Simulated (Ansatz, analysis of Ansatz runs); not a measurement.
## N2V- centre in diamond: hyperfine coupling, PBE

How near does this set-up come to the measured hyperfine coupling? Subject: N2V- centre in diamond. Set-up: PBE, 64-site cell, PBE lattice, 420 eV, k: the single point 1/4 1/4 1/4 then 2x2x2 shifted 0.5 0.5 0.5. The model is a cell of 64 host atoms with 1 site emptied, N put on another atom's site and N put on another atom's site. The isotropic coupling follows from the spin density at the nucleus, the nuclear g-factor and the total spin. A local or semilocal functional is the cheapest first rung.

**The experiment.** 15N, isotropic: 4.02 MHz, by EPR (“Electron paramagnetic resonance of the N2V− defect in 15N-doped synthetic diamond”, 2015, B. L. Green et al.). 13C, the two neighbours of the vacancy, isotropic: 240.7 MHz, by EPR (“Electron paramagnetic resonance of the N2V− defect in 15N-doped synthetic diamond”, 2015, B. L. Green et al.). The runs below try to reproduce this.

Program: Ansatz 0.2.0. Level of theory: plane-wave PAW DFT, PBE; relaxation of all atoms of a defect supercell. Results are calculated unless marked as measured.

### Step 1. Set-up

The cell holds 63 atoms: 61 C and 2 N. Cell: a = 7.143 Å, b = 7.143 Å, c = 7.143 Å, α = 90.0°, β = 90.0°, γ = 90.0°. It derives from C (space group Fd-3m). Nearest the centre at fractional (0.375, 0.375, 0.375): C41 at 1.55 Å, C48 at 1.55 Å, N26 at 1.55 Å, N4 at 1.55 Å, C37 at 2.53 Å, C36 at 2.53 Å, C52 at 2.53 Å, C45 at 2.53 Å. The cell carries charge −1.

The host's primitive cell comes from a first run (plane-wave PAW DFT, PBE; relaxation of the host's cell and atoms): vectors of 2.525, 2.525 and 2.525 Å. That is 5.69 Å³ an atom, 0.4 % over the diffraction cell's volume. The supercell is built on it.

### Step 2. Relaxation, charge −1

Every later number rests on the structure around the defect, so the atoms are relaxed at the host's lattice first.

Input file relax/input.yaml:

```yaml
relax:
  f_tol: 0.02
  max_steps: 80
  random_displacement: { amplitude: 0.02, seed: 938 }
crystal:
  lattice:
    - [7.14316351, 0.0, 0.0]
    - [0.0, 7.14316351, 0.0]
    - [0.0, 0.0, 7.14316351]
  atoms:
    - { symbol: C, position: [0.0, 0.0, 0.25] }
    - { symbol: C, position: [0.0, 0.25, 0.0] }
    - { symbol: C, position: [0.25, 0.0, 0.0] }
    - { symbol: "N", position: [0.25, 0.25, 0.25] }
    - { symbol: C, position: [0.125, 0.125, 0.375] }
    - { symbol: C, position: [0.125, 0.375, 0.125] }
    - { symbol: C, position: [0.375, 0.125, 0.125] }
    - { symbol: C, position: [0.0, 0.0, 0.75] }
    - { symbol: C, position: [0.0, 0.25, 0.5] }
    - { symbol: C, position: [0.25, 0.0, 0.5] }
    - { symbol: C, position: [0.25, 0.25, 0.75] }
    - { symbol: C, position: [0.125, 0.125, 0.875] }
    - { symbol: C, position: [0.125, 0.375, 0.625] }
    - { symbol: C, position: [0.375, 0.125, 0.625] }
    - { symbol: C, position: [0.375, 0.375, 0.875] }
    - { symbol: C, position: [0.0, 0.5, 0.25] }
    - { symbol: C, position: [0.0, 0.75, 0.0] }
    - { symbol: C, position: [0.25, 0.5, 0.0] }
    - { symbol: C, position: [0.25, 0.75, 0.25] }
    - { symbol: C, position: [0.125, 0.625, 0.375] }
    - { symbol: C, position: [0.125, 0.875, 0.125] }
    - { symbol: C, position: [0.375, 0.625, 0.125] }
    - { symbol: C, position: [0.375, 0.875, 0.375] }
    - { symbol: C, position: [0.0, 0.5, 0.75] }
    - { symbol: C, position: [0.0, 0.75, 0.5] }
    - { symbol: "N", position: [0.25, 0.5, 0.5] }
    - { symbol: C, position: [0.25, 0.75, 0.75] }
    - { symbol: C, position: [0.125, 0.625, 0.875] }
    - { symbol: C, position: [0.125, 0.875, 0.625] }
    - { symbol: C, position: [0.375, 0.625, 0.625] }
    - { symbol: C, position: [0.375, 0.875, 0.875] }
    - { symbol: C, position: [0.5, 0.0, 0.25] }
    - { symbol: C, position: [0.5, 0.25, 0.0] }
    - { symbol: C, position: [0.75, 0.0, 0.0] }
    - { symbol: C, position: [0.75, 0.25, 0.25] }
    - { symbol: C, position: [0.625, 0.125, 0.375] }
    - { symbol: C, position: [0.625, 0.375, 0.125] }
    - { symbol: C, position: [0.875, 0.125, 0.125] }
    - { symbol: C, position: [0.875, 0.375, 0.375] }
    - { symbol: C, position: [0.5, 0.0, 0.75] }
    - { symbol: C, position: [0.5, 0.25, 0.5] }
    - { symbol: C, position: [0.75, 0.0, 0.5] }
    - { symbol: C, position: [0.75, 0.25, 0.75] }
    - { symbol: C, position: [0.625, 0.125, 0.875] }
    - { symbol: C, position: [0.625, 0.375, 0.625] }
    - { symbol: C, position: [0.875, 0.125, 0.625] }
    - { symbol: C, position: [0.875, 0.375, 0.875] }
    - { symbol: C, position: [0.5, 0.5, 0.25] }
    - { symbol: C, position: [0.5, 0.75, 0.0] }
    - { symbol: C, position: [0.75, 0.5, 0.0] }
    - { symbol: C, position: [0.75, 0.75, 0.25] }
    - { symbol: C, position: [0.625, 0.625, 0.375] }
    - { symbol: C, position: [0.625, 0.875, 0.125] }
    - { symbol: C, position: [0.875, 0.625, 0.125] }
    - { symbol: C, position: [0.875, 0.875, 0.375] }
    - { symbol: C, position: [0.5, 0.5, 0.75] }
    - { symbol: C, position: [0.5, 0.75, 0.5] }
    - { symbol: C, position: [0.75, 0.5, 0.5] }
    - { symbol: C, position: [0.75, 0.75, 0.75] }
    - { symbol: C, position: [0.625, 0.625, 0.875] }
    - { symbol: C, position: [0.625, 0.875, 0.625] }
    - { symbol: C, position: [0.875, 0.625, 0.625] }
    - { symbol: C, position: [0.875, 0.875, 0.875] }
total_charge: -1
basis:
  ecutwfc: 420
  xc_grid: 2
hamiltonian:
  xc: pbe
kpoints:
  mp_grid: { grid: [1, 1, 1], shift: [0.25, 0.25, 0.25] }
magnetization:
  spin_polarized: true
  initial_magnetization: 1
  spin_locking: { lock_magnetization: hard }
scf:
  occupations: { method: fermi_dirac, width: 0.01 }
  max_iter: 120
output:
  forces: true
checkpoint:
  write: "../relax.run"
  compress: false
  write_wavefunctions: true
  write_every: 100000
```

Command:

```console
$ ansatz run input.yaml --threads 2 --pin off --max-ram 3768MiB --backend cpu --events-out ev --progress --plain --runs-dir out
```

Numbers of over 12 decimals in the logs are rounded to 6 here.

The log of the run:

```text
[... repeated set-up lines and file paths are left out, and long positions are rounded to six places ...]
Engine: ansatz 0.2.0, x86_64-unknown-linux-gnu
Pseudopotentials: kind: paw
Pseudopotential: C, paw, valence charge 4, recommended cutoff 420 eV (normal), C.paw.azcp
Pseudopotential: N, paw, valence charge 5, recommended cutoff 420 eV (normal), N.paw.azcp
Functional definition: PBE
  parameter kappa = 0.804
  parameter beta = 0.066725
  exchange = pbe_x(kappa = kappa, mu = beta*pi^2/3)
  correlation = pbe_c(beta = beta)
Crystal: 63 atoms, lattice volume = 364.478 Å³
Basis set: ecut = 420 eV, 7123 PW (Γ), exchange–correlation on 96×96×96 points (8 copies of the dense FFT grid, shifted against one another)
Bands: 191, of which v1, the nominal top of the filled ones, is band 128 counted from 1 (127 counted from 0)
Symmetry: 1 space group operations
k-points: 1
Non-local potential: C, projectors of the file, l = 0: 2, l = 1: 2, l = 2: 1
Non-local potential: N, projectors of the file, l = 0: 2, l = 1: 2, l = 2: 1
PAW form: soft (Blöchl's): semilocal exchange-correlation on the pseudo side does not see the compensation charge
PAW one-centre angular grid: C, 110 points (default); XC on 64 Gauss nodes
PAW one-centre angular grid: N, 110 points (default); XC on 64 Gauss nodes
Initial density: superposition of atomic densities (chi_scale 0.1, normalization cell, long waves kept (reshape's long-wave potential 0.33 eV rms))
Starting moments: Σ|m| = 1 μB on 63 of 63 sites
Initial wavefunctions: pseudopotential atomic-orbital guess
Functional: x = pbe(κ = 0.804, μ = 0.219515), c = pbe(β = 0.066725)
SCF iter   1: F=—  HF=-16061.805294 eV  |F-HF|=—  |Δ(HF+E_count)|=         —  Δρ=7.05e-2 (↑7.05e-2 ↓6.93e-2)  dr2=5.30e1  dr2_m=2.57e-1  M=1.000 μB ∫|m|=1.002 μB  β_m=0.30  ethr=3.10e-3  ⟨swp⟩=8.0  Hψ=1650  notcnv=0  defer=20
preconditioner: auto → Resta (q_TF=auto, 2.571 Å⁻¹)  ε∞=4.4  [insulator: Δε(μ)=0.606 eV  Ē_g=16.844 eV  σ=0.010 eV  W_gap=1.00  n_scr=92 (ndim 8)  ℏωp=31.1 eV  f_vac=0.000  D(μ)=0.00/eV (n_scr^D=0)  ε∞_Penn≈4.4]
spin=Collinear: Resta preconditioning applied to the charge; magnetization (m = ρ↑ − ρ↓) channel mixes plain (no charge-response kernel on spin).
SCF iter   2: F=—  HF=-16054.032012 eV  |F-HF|=—  |Δ(HF+E_count)|=    7.77e0  Δρ=5.11e-2 (↑5.11e-2 ↓5.04e-2)  dr2=2.78e1  dr2_m=1.39e-1  M=1.000 μB ∫|m|=1.014 μB  β_m=0.65  ethr=3.10e-3  ⟨swp⟩=3.0  Hψ=711  notcnv=0  defer=111
SCF iter   3: F=—  HF=-16045.446892 eV  |F-HF|=—  |Δ(HF+E_count)|=    8.59e0  Δρ=5.06e-3 (↑4.88e-3 ↓5.06e-3)  dr2=2.38e-1  dr2_m=1.43e-3  M=1.000 μB ∫|m|=1.105 μB  β_m=0.69  ethr=3.10e-3  ⟨swp⟩=3.0  Hψ=558  notcnv=0  defer=111
SCF iter   4: F=—  HF=-16045.538209 eV  |F-HF|=—  |Δ(HF+E_count)|=   9.13e-2  Δρ=2.32e-3 (↑2.25e-3 ↓2.32e-3)  dr2=4.51e-2  dr2_m=2.32e-4  M=1.000 μB ∫|m|=1.120 μB  β_m=0.75  ethr=9.33e-5  ⟨swp⟩=3.0  Hψ=832  notcnv=0  defer=114
SCF iter   5: F=—  HF=-16045.567986 eV  |F-HF|=—  |Δ(HF+E_count)|=   2.98e-2  Δρ=6.21e-4 (↑5.21e-4 ↓6.21e-4)  dr2=2.97e-3  dr2_m=5.88e-5  M=1.000 μB ∫|m|=1.127 μB  β_m=0.77  ethr=1.77e-5  ⟨swp⟩=3.0  Hψ=543  notcnv=0  defer=114
SCF iter   6: F=—  HF=-16045.571075 eV  |F-HF|=—  |Δ(HF+E_count)|=   3.09e-3  Δρ=1.97e-4 (↑1.50e-4 ↓1.97e-4)  dr2=3.81e-4  dr2_m=9.33e-6  M=1.000 μB ∫|m|=1.129 μB  β_m=0.73  ethr=1.17e-6  ⟨swp⟩=2.0  Hψ=536  notcnv=0  defer=114
SCF iter   7: F=—  HF=-16045.571169 eV  |F-HF|=—  |Δ(HF+E_count)|=   9.42e-5  Δρ=5.71e-5 (↑4.78e-5 ↓5.71e-5)  dr2=2.52e-5  dr2_m=7.34e-7  M=1.000 μB ∫|m|=1.130 μB  β_m=0.76  ethr=1.49e-7  ⟨swp⟩=2.0  Hψ=463  notcnv=0  defer=114
SCF iter   8: F=-16045.571194 eV  HF=-16045.571193 eV  |F-HF|=1.06e-6  |Δ(HF+E_count)|=   2.42e-5  Δρ=1.59e-5 (↑1.43e-5 ↓1.59e-5)  dr2=1.74e-6  dr2_m=2.94e-8  M=1.000 μB ∫|m|=1.130 μB  ethr=3.92e-9  ⟨swp⟩=4.0  Hψ=903  notcnv=0
SCF 1 converged in 8 iterations: F = -16045.571194 eV  dr2 = 1.74e-6
  greatest PAW one-centre occupation: 0.794 electrons in one spin orbital (limit 2), on the N atom at site 3 (counted from 0), in its partial waves of l = 0
relax step   1: F+E_penalty+E_count = -16045.57119429 eV  Δ(F+E_penalty+E_count) = +0.000e0 eV  max|allowed force component| = 2.262e0 eV/Å  Δτ_max = 0.0000 Å  (8 SCF iters, dr2 threshold 1.00e-5 eV, accepted)
[... the SCF cycles and remarks between the steps are left out from here to the last step ...]
relax step   2: F+E_penalty+E_count = -16046.69045227 eV  Δ(F+E_penalty+E_count) = -1.119e0 eV  max|allowed force component| = 1.155e0 eV/Å  Δτ_max = 0.0992 Å  (6 SCF iters, dr2 threshold 1.00e-4 eV, accepted)
relax step   3: F+E_penalty+E_count = -16047.01067277 eV  Δ(F+E_penalty+E_count) = -3.202e-1 eV  max|allowed force component| = 3.572e-1 eV/Å  Δτ_max = 0.0455 Å  (5 SCF iters, dr2 threshold 8.33e-5 eV, accepted)
relax step   4: F+E_penalty+E_count = -16047.01067174 eV  Δ(F+E_penalty+E_count) = +1.027e-6 eV  max|allowed force component| = 1.989e-1 eV/Å  Δτ_max = 0.0228 Å  (4 SCF iters, dr2 threshold 1.22e-5 eV, rejected (line search))
relax step   5: F+E_penalty+E_count = -16047.01067647 eV  Δ(F+E_penalty+E_count) = -3.699e-6 eV  max|allowed force component| = 3.560e-1 eV/Å  Δτ_max = 0.0000 Å  (7 SCF iters, accepted)
relax step   6: F+E_penalty+E_count = -16047.01082466 eV  Δ(F+E_penalty+E_count) = -1.482e-4 eV  max|allowed force component| = 1.967e-1 eV/Å  Δτ_max = 0.0226 Å  (4 SCF iters, dr2 threshold 1.21e-5 eV, accepted)
relax step   7: F+E_penalty+E_count = -16047.01842886 eV  Δ(F+E_penalty+E_count) = -7.604e-3 eV  max|allowed force component| = 2.063e-2 eV/Å  Δτ_max = 0.0175 Å  (4 SCF iters, dr2 threshold 1.18e-5 eV, accepted)
relax step   8: F+E_penalty+E_count = -16047.01842964 eV  Δ(F+E_penalty+E_count) = -7.825e-7 eV  max|allowed force component| = 2.046e-2 eV/Å  Δτ_max = 0.0000 Å  (4 SCF iters, accepted)
SCF iter   1: F=—  HF=-16047.017940 eV  |F-HF|=—  |Δ(HF+E_count)|=         —  Δρ=7.03e-5 (↑7.02e-5 ↓7.03e-5)  dr2=3.68e-5  dr2_m=8.12e-8  M=1.000 μB ∫|m|=1.143 μB  β_m=0.30  ethr=1.84e-7  ⟨swp⟩=4.0  Hψ=888  notcnv=0  defer=114
SCF iter   2: F=—  HF=-16047.018518 eV  |F-HF|=—  |Δ(HF+E_count)|=   5.77e-4  Δρ=4.84e-5 (↑4.84e-5 ↓4.84e-5)  dr2=1.53e-5  dr2_m=4.39e-8  M=1.000 μB ∫|m|=1.143 μB  β_m=0.58  ethr=1.44e-8  ⟨swp⟩=1.0  Hψ=440  notcnv=0  defer=114
SCF iter   3: F=—  HF=-16047.018515 eV  |F-HF|=—  |Δ(HF+E_count)|=   2.76e-6  Δρ=8.09e-6 (↑8.05e-6 ↓8.09e-6)  dr2=4.98e-7  dr2_m=1.61e-9  M=1.000 μB ∫|m|=1.143 μB  β_m=0.63  ethr=5.98e-9  ⟨swp⟩=2.0  Hψ=416  notcnv=0  defer=114
SCF iter   4: F=-16047.018515 eV  HF=-16047.018515 eV  |F-HF|=5.32e-9  |Δ(HF+E_count)|=   1.51e-8  Δρ=1.94e-6 (↑1.93e-6 ↓1.94e-6)  dr2=4.28e-8  dr2_m=1.01e-10  M=1.000 μB ∫|m|=1.143 μB  ethr=3.92e-11  ⟨swp⟩=4.0  Hψ=1053  notcnv=0
SCF 9 converged in 4 iterations: F = -16047.018515 eV  dr2 = 4.28e-8
relax step   9: F+E_penalty+E_count = -16047.01851502 eV  Δ(F+E_penalty+E_count) = -8.538e-5 eV  max|allowed force component| = 7.612e-3 eV/Å  Δτ_max = 0.0010 Å  (4 SCF iters, accepted)
NSCF: frozen V_eff on 1 k-points
the band table was solved once a step of the walk had ended and its energy, with any forces and stress, was formed, with the checks that follow a solve (1786 applications of the Hamiltonian). They found nothing against the state; [...]
SCF converged after 4 iterations
Magnetization: 1.0000 μB (128.0000 up, 127.0000 down)
Absolute magnetization: 1.1429 μB (∫|ρ↑−ρ↓|, with the PAW one-centre terms)
Spin contamination: 0.0044 ħ² per cell (⟨S²⟩ above its minimum at these occupations)
Per-site moments (μB) at R_I (Å): [(0.00117606, 0.632955), (0.00117629, 0.632959), (0.000276401, 0.632910), [... 60 left out ...]
Free energy (F): -16047.018515 eV
Harris-Foulkes:  -16047.018515 eV  (|F-HF|=5.32e-9)
Internal energy: -16047.018515 eV  (E = F + TS)
E sigma→0 (E₀):  -16047.018515 eV
Fermi energy:    15.581486 (↑ 16.412881, ↓ 15.297181) eV
--- Per-component energies (eV) ---
  E_band       = 1017.409363
  E_kinetic    = 5902.418487
  E_local      = -4253.663703  (includes V_loc(G=0)·N_el)
  E_nonlocal   = 1719.681243
  E_hartree    = 971.812624
  E_xc         = -3097.824284
  E_vxc        = -3849.741161  (∫ρ·V_xc dr)
  E_paw        = -6307.410909  (= ΣΔE_a)
  E_vpaw       = -444.912593  (= ΣTr[D̂ρ^β])
  E_aug_tail   = 0.000755  (compensation charges beyond the density's cutoff)
  E_ewald      = -10982.032728
  E_smearing   = -0.000000  (= −TS)
  E_closure    = 0.000000  (closes the sum)
  E_deformation_potential = -21.072783  (in the stress; not in F)
  Σ components = -16047.018515   (vs F -16047.018515, Δ=0.00e0)
--- Forces (eV/Å), atoms counted from 1 ---
  atom   1  C     -0.00000817    -0.00021726    -0.00114870
  atom   2  C     -0.00098585    -0.00017513    -0.00015751
  [... 1 atom left out ...]
  atom   4  N     -0.00761133     0.00050982     0.00074269
  atom   5  C      0.00224075     0.00429752     0.00127461
  atom   6  C      0.00215254    -0.00017901     0.00273508
  [... 2 atoms left out ...]
  atom   9  C     -0.00146660     0.00173931    -0.00258111
  [... 3 atoms left out ...]
  atom  13  C      0.00103806     0.00055977     0.00108874
  [... 2 atoms left out ...]
  atom  16  C     -0.00131047    -0.00188408     0.00090502
  [... 3 atoms left out ...]
  atom  20  C      0.00034873    -0.00016867     0.00138289
  [... 5 atoms left out ...]
  atom  26  N     -0.00411893    -0.00353808    -0.00355640
  [... 14 atoms left out ...]
  atom  41  C     -0.00133326     0.00139906    -0.00233868
  [... 6 atoms left out ...]
  atom  48  C     -0.00194224    -0.00125242     0.00064987
  [... 15 atoms left out ...]
  max |Σ_I F_I| component: 2.68e-5 eV/Å
--- Band table (eV) ---
  k-point 0 ↑: bands = ["-8.3527", "-7.5546", "-7.1401", "-6.9765", [... 183 left out ...] "22.7556", "22.8748", "23.2223", "23.2745"]
  k-point 0 ↓: bands = ["-8.3447", "-7.5505", "-7.1270", "-6.9607", [... 183 left out ...] "22.7830", "22.9076", "23.2807", "23.3146"]
--- Relaxed structure (9 steps of the walk, 8 accepted, 0 SCFs on fresh bases) ---
  F+E_penalty+E_count = -16047.01851502 eV   max|allowed force component| = 7.612e-3 eV/Å
  atoms:
    - { symbol: C, position: [-0.000830, -0.001151, 0.249998] }
    - { symbol: C, position: [-0.000825, 0.249952, -0.001104] }
    [... 1 atom left out ...]
    - { symbol: N, position: [0.240017, 0.240003, 0.240048] }
    - { symbol: C, position: [0.126436, 0.126444, 0.369299] }
    - { symbol: C, position: [0.126437, 0.369261, 0.126495] }
    [... 2 atoms left out ...]
    - { symbol: C, position: [0.002621, 0.252578, 0.497564] }
    [... 3 atoms left out ...]
    - { symbol: C, position: [0.125814, 0.380957, 0.624381] }
    [... 2 atoms left out ...]
    - { symbol: C, position: [0.002619, 0.497517, 0.252627] }
    [... 3 atoms left out ...]
    - { symbol: C, position: [0.125815, 0.624341, 0.380996] }
    [... 5 atoms left out ...]
    - { symbol: N, position: [0.238980, 0.511043, 0.511084] }
    [... 14 atoms left out ...]
    - { symbol: C, position: [0.510313, 0.244363, 0.505375] }
    [... 6 atoms left out ...]
    - { symbol: C, position: [0.510313, 0.505325, 0.244414] }
    [... 15 atoms left out ...]
```

Elapsed: 48 s, on 2 threads of Intel Xeon Platinum 8375C at 2.90GHz (Ice Lake), shared host; peak memory 1.1 GiB; 94 s of CPU time.

Step by step:

```csv
step,energy less that of the first step (eV),largest force component (eV/Å)
1,0.0000,2.2617
2,-1.1193,1.1548
3,-1.4395,0.3572
4,-1.4395,0.1989
5,-1.4395,0.3560
6,-1.4396,0.1967
7,-1.4472,0.0206
8,-1.4472,0.0205
9,-1.4473,0.0076
```

Relaxation step 4 was tried and not accepted.

The atoms that moved most (Å, from the sites as typed, ahead of the random displacement):

```csv
atom,dx,dy,dz,length
N26,-0.079,0.078,0.078,0.135
N4,-0.071,-0.072,-0.072,0.125
C41,0.074,-0.041,0.037,0.092
C48,0.074,0.037,-0.041,0.092
C22,0.016,-0.029,0.030,0.045
C14,0.016,0.030,-0.029,0.045
C5,0.010,0.009,-0.042,0.044
C6,0.010,-0.042,0.010,0.044
```

Neighbours of the ideal centre at the end:

```csv
atom,distance (Å)
C48,1.634
C41,1.635
N4,1.670
N26,1.683
C22,2.484
C14,2.484
C6,2.511
C5,2.511
C52,2.513
C45,2.513
C7,2.514
C37,2.515
C36,2.515
C20,2.518
C13,2.519
C30,2.522
```

Numbers from this step:

```yaml
free_energy: -16047.0185 eV
total_moment: 1 μB
integral_of_the_absolute_spin_density: 1.143 μB
spin_contamination: 0.004447
```

The relaxation ends 23 meV an atom lower than the displaced start, with a largest force component of 0.0076 eV/Å.

(Continued in part 2 of 2.)

[Logs are printed without paths, hosts, clocks, repeated set-up lines and the standing remarks that a program may print on its own settings, such as how far it seeks lower states.]

[Hosts, paths, dates, database ids (printed as entryN), source tags and the programs' standing remarks are cut or masked in the printed files.]

[For some hosts the program warned that the k-mesh of the response run may be too coarse for force constants and the static dielectric constant; such warnings are not shown here.]
